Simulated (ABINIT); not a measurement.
# WSe2 (P6_3/mmc): G0W0 with ABINIT, start to end

Wanted: ground state, empty states, screening and self-energy for WSe2 (P6_3/mmc).

Calculated with ABINIT 10.8.3; PBE and many-body steps on it, plane waves.

This is a report of a sequence of runs, with most program output left out.

The database entry behind the starting cell differs from later determinations by our own check (a about 0.2 % long), so it need not match the best structure at ambient conditions.

## (1) Set-up

Symmetry: P6_3/mmc, No. 194, hexagonal system. Conventional cell: a = 3.290 Å, b = 3.290 Å, c = 12.970 Å, α = 90.00°, β = 90.00°, γ = 120.00°. W has 6 Se at 2.53 Å nearest. Nearest to Se lie 3 W at 2.53 Å. Farther neighbours and most contacts between anions are not listed.

The cell and positions come from the Crystallography Open Database and are kept as given unless a step says otherwise. Spin-orbit coupling is left out unless a step names it.

## (2) Ground state

This step: ABINIT 10.8.3; DFT, PBE, plane waves, norm-conserving pseudopotentials.

The ground-state density comes first.

Contents of run.abi:

```
acell 3*1.0 Angstrom
rprim 
  3.290000000028 -0.000000000007 0.000000000000
  -1.645000000008 2.849223578479 0.000000000000
  0.000000000000 0.000000000000 12.970000000000
ntypat 2
znucl 74 34
natom 6
typat 1 1 2 2 2 2
xred 
  0.333333333333 0.666666666667 0.250000000000
  0.666666666667 0.333333333333 0.750000000000
  0.333333333333 0.666666666667 0.621000000000
  0.666666666667 0.333333333333 0.121000000000
  0.333333333333 0.666666666667 0.879000000000
  0.666666666667 0.333333333333 0.379000000000
pp_dirpath "pseudos"
pseudos "W.upf, Se.upf"
ecut 58
ngkpt 6 6 2
nshiftk 1
shiftk 0 0 0
kptopt 1
chksymbreak 0
nband 69
occopt 1
tolvrs 1e-08
nstep 60
prtwf 0
indata_prefix "in"
outdata_prefix "out"
tmpdata_prefix "tmp"
```

Command:

```sh
> OMP_NUM_THREADS=1 mpirun -n 4 abinit run.abi > log
```

Elapsed: 4.4 min, on 4 MPI ranks of Arm Neoverse V2, shared host; peak memory 0.94 GiB.

Numbers from this step:

```
total energy               : -40949.7471 eV
gap                        : 0.9782 eV
k of the valence top       : 0, 0, 0
k of the conduction bottom : 0.1667, 0.1667, 0
least direct gap           : 1.524 eV
pressure                   : 3.730 GPa
```

The gap is indirect, with the least direct gap 0.55 eV higher.

The cutoff was set for levels, not for stress, so the pressure can be off by some GPa.

## (3) Empty states on the mesh, 3×3×1 mesh, 226 bands

The sums over transitions need many empty states on a uniform mesh; this step solves for them.

run.abi, as its differences from that of step 2:

```diff
@@ -19,3 +19,3 @@
 ecut 58
-ngkpt 6 6 2
+ngkpt 3 3 1
 nshiftk 1
@@ -24,7 +24,10 @@
 chksymbreak 0
-nband 69
-occopt 1
-tolvrs 1e-08
+iscf -2
+irdden 1
+istwfk *1
+nband 226
+nbdbuf 20
+tolwfr 1e-09
 nstep 60
-prtwf 0
+prtvol 0
 indata_prefix "in"
```

Command:

```sh
> OMP_NUM_THREADS=1 mpirun -n 3 abinit run.abi > log
```

Wall time 3.4 min (3 MPI ranks); peak memory 0.6 GiB; 10 min of CPU time.

Numbers from this step:

| Property | Result |
| --- | --- |
| gap | 1.330 eV |
| k of the valence top | 0, 0, 0 |
| k of the conduction bottom | 0.3333, 0.3333, 0 |
| least direct gap | 1.524 eV |
| k points computed | 3 |
| lowest point of the top converged band, above the valence top | 55.1085 eV |

On this mesh the gap is 1.330 eV. The earlier step found 0.978 eV, so this mesh misses an edge.

## (4) Screening, 3×3×1 mesh, 206 bands, screening to 130.6 eV

The RPA dielectric matrix is built and inverted for each q.

This step: RPA screening on PBE, plane waves, norm-conserving pseudopotentials.

run.abi, as its differences from that of step 3:

```diff
@@ -24,10 +24,11 @@
 chksymbreak 0
-iscf -2
-irdden 1
 istwfk *1
-nband 226
-nbdbuf 20
-tolwfr 1e-09
-nstep 60
-prtvol 0
+occopt 1
+irdwfk 1
+optdriver 3
+nband 206
+ecuteps 4.8
+inclvkb 2
+awtr 1
+symchi 1
 indata_prefix "in"
```

Command:

```sh
> OMP_NUM_THREADS=1 mpirun -n 4 abinit run.abi > log
```

Elapsed: 2.5 min, on 4 MPI ranks; peak memory 2.8 GiB; 10 min of CPU time.

This step gave:

| Item | Value |
| --- | --- |
| ε∞ with local fields, on this mesh, along the program's q direction | 18.75 |
| the same without local fields | 21.02 |
| plasma frequency | 37.50 eV |
| plane waves in the screening matrix | 403 |

Local fields lower ε∞ by 11 %. On a Γ-centred mesh this coarse the value itself is usually too large, while a short band sum pulls it down.

## (5) Self-energy, 3×3×1 mesh, 206 bands, screening to 130.6 eV

The self-energy is evaluated for the states that the input lists, and the levels follow from it, in one-shot runs by the linearised quasiparticle equation.

This step: G0W0 on PBE, plane waves, norm-conserving pseudopotentials.

run.abi, as its differences from that of step 4:

```diff
@@ -27,8 +27,17 @@
 irdwfk 1
-optdriver 3
+optdriver 4
 nband 206
+gwcalctyp 0
+ecutsigx 58
+symsigma 1
+nkptgw 2
+kptgw 
+  0.0000000000 0.0000000000 0.0000000000
+  0.3333333333 0.3333333333 0.0000000000
+bdgw 
+  61 64
+  61 64
 ecuteps 4.8
-inclvkb 2
-awtr 1
-symchi 1
+irdscr 1
+ppmodel 1
 indata_prefix "in"
```

Elapsed: 18 s, on 4 MPI ranks; peak memory 1.9 GiB.

This step gave:

| Item | Value |
| --- | --- |
| G0W0 gap on the points computed | 1.880 eV |
| starting gap on the mesh | 1.330 eV |
| k of the valence top | 0, 0, 0 |
| k of the conduction bottom | 0.3333, 0.3333, 0 |
| Z at the valence top | 0.795 |
| Z at the conduction bottom | 0.79 |
| least direct G0W0 gap on the computed points | 2.137 eV |

The gap on the mesh goes from 1.33 eV to 1.88 eV, a correction of +0.55 eV. The start differs from the 0.98 eV found before because the two sample other k points.

Limits: finite bands, cutoff and mesh; no spin-orbit coupling; coarse k mesh. v1 is the top filled band, c1 the lowest empty one. Levels before and after the correction, in eV, zero at the valence-band top of each column:

```
           conduction bottom  valence top
Kohn-Sham               1.33         0.00
     G0W0               1.88         0.00
```

```
                           level  energy (eV)
Kohn-Sham                   Γ v2       -1.070
Kohn-Sham                   Γ v1        0.000
Kohn-Sham                Γ c1-c2        2.641
Kohn-Sham     (0.333 0.333 0) v2       -0.440
Kohn-Sham     (0.333 0.333 0) v1       -0.194
Kohn-Sham  (0.333 0.333 0) c1-c2        1.330
     G0W0                   Γ v2       -1.534
     G0W0                   Γ v1        0.000
     G0W0                Γ c1-c2        3.117
     G0W0     (0.333 0.333 0) v2       -0.574
     G0W0     (0.333 0.333 0) v1       -0.257
     G0W0  (0.333 0.333 0) c1-c2        1.880
```

## (6) Where the time went

Times are wall times on the hardware named with each run, good to a factor of about two.

```
                    step     time  share  memory (GiB)
            ground state  4.4 min   42 %          0.94
empty states on the mesh  3.4 min   32 %           0.6
               screening  2.5 min   24 %           2.8
             self-energy     18 s    3 %           1.9
```

## (7) What came out

| Item | Value |
| --- | --- |
| PBE gap | 0.98 eV, indirect |
| G0W0 gap on the mesh | 1.88 eV |
| G0W0 gap over the zone (rigid shift) | 1.53 eV |
| GW settings | 3×3×1 mesh, 206 bands, screening to 130.6 eV, Godby-Needs plasmon pole |
| known limits | not at the basis limit; no spin-orbit coupling; coarse k mesh |

**Reading.** G0W0 moves the gap on the mesh from 1.33 eV to 1.88 eV (+0.55 eV), with Z of 0.80 and 0.79 at the edges. The mesh misses the band edges by 0.35 eV in all; a rigid shift gives 1.53 eV for the zone. Local fields lower the RPA ε∞ on this mesh from 21.02 to 18.75; a Γ-centred mesh this coarse tends to raise both, most where the direct gap is narrow, while a short band sum lowers them. Only 2 of the mesh's irreducible points were corrected, so a valley elsewhere could overtake. Bands and cutoff are finite, so the gap is not at the basis limit. The miss can reach some tenths of an eV and take either sign; the mesh is an error of its own. In the G0W0 run levels were corrected at 2 k points alone, so a gap called «on the mesh» is the least over those, and an edge elsewhere would be missed. A denser mesh or path gives a starting gap of 0.98 eV: the GW mesh misses a band edge, so its gaps are not the fundamental one. The 3×3×1 mesh is coarse for this cell, which bears on the long-range parts of exchange and screening. The many-body steps are scalar-relativistic: spin-orbit coupling is not in them.

[Paths, hosts, dates, memory and timing lines, banners, echoed tables and standing remarks are left out of the program output.]

[Logs are printed without paths, hosts, clocks, repeated set-up lines and the standing remarks that a program may print on its own settings, such as how far it seeks lower states.]

[Runs of the session that timed out or met a known fault of the program may be left out.]

[Hosts, paths, dates, database ids (printed as entryN), source tags and the programs' standing remarks are cut or masked in the printed files.]

[G0W0 gaps are taken among the corrected bands and points alone; a level outside them can change the order at an edge.]

[Where Ansatz stands beside ABINIT at settings called matched, ABINIT's density can come from a denser mesh and the files from another edition; pairs whose starting gaps differed by over 0.03 eV were left out, so agreement reads better than it is.]
